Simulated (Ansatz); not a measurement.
Consider Bi2Te2PbS2 (R-3m).

The structure is trigonal, space group R-3m (No. 166). The conventional cell has a = 4.270 Å, b = 4.270 Å, c = 40.413 Å, α = 90.00°, β = 90.00°, γ = 120.00°. Nearest to Bi lie 3 S at 3.02 Å and 3 Te at 3.04 Å. Nearest to Te lie 3 Bi at 3.04 Å. Pb has 6 S at 2.99 Å nearest. S has 3 Pb at 2.99 Å and 3 Bi at 3.02 Å nearest. Farther neighbours and most contacts between anions are not listed.

```xyz
7
Lattice="2.1351 1.2327 13.4710 -2.1351 1.2327 13.4710 0.0000 -2.4653 13.4710" Properties=species:S:1:pos:R:3 pbc="T T T"
Bi    0.0000    0.0000   23.4956
Bi    0.0000    0.0000   16.9172
Te    0.0000    0.0000   35.1859
Te    0.0000    0.0000    5.2270
Pb    0.0000    0.0000    0.0000
S     0.0000    0.0000   11.7739
S     0.0000    0.0000   28.6390
```

The cell and positions come from the Crystallography Open Database and are kept as given unless a step says otherwise. Spin-orbit coupling is left out unless a run names it. PAW set soft_2, made with PBE.

Gaps computed with Ansatz 0.2.0 without a self-energy: PBE 0.33 eV and HSE06 0.73 eV. The mean ε∞ by PBE perturbation theory is 19.90.

**Question.** Estimate the G0W0@PBE gap with 4×4×4 mesh, 1265 empty bands, screening to 190 eV, default PAW files.

About 0.63 eV: on its mesh the run moves the gap from 0.34 eV by +0.30 eV. Among the scalar-relativistic levels given, HSE06 is nearest (+0.10 eV). One-shot corrections scale roughly with one over ε∞, here 0.05. Bands and cutoff are finite, so the gap is not at the basis limit. The miss can reach some tenths of an eV and take either sign; the mesh is an error of its own. The many-body steps are scalar-relativistic: spin-orbit coupling is not in them.

[Paths, hosts, dates, memory and timing lines, banners, echoed tables and standing remarks are left out of the program output.]

[Logs are printed without paths, hosts, clocks, repeated set-up lines and the standing remarks that a program may print on its own settings, such as how far it seeks lower states.]

[Runs of the session that timed out or met a known fault of the program may be left out.]

[Cells called generated may have been cut or substituted from an entry of the Crystallography Open Database or the Materials Project.]

[Hosts, paths, dates, database ids (printed as entryN), source tags and the programs' standing remarks are cut or masked in the printed files.]
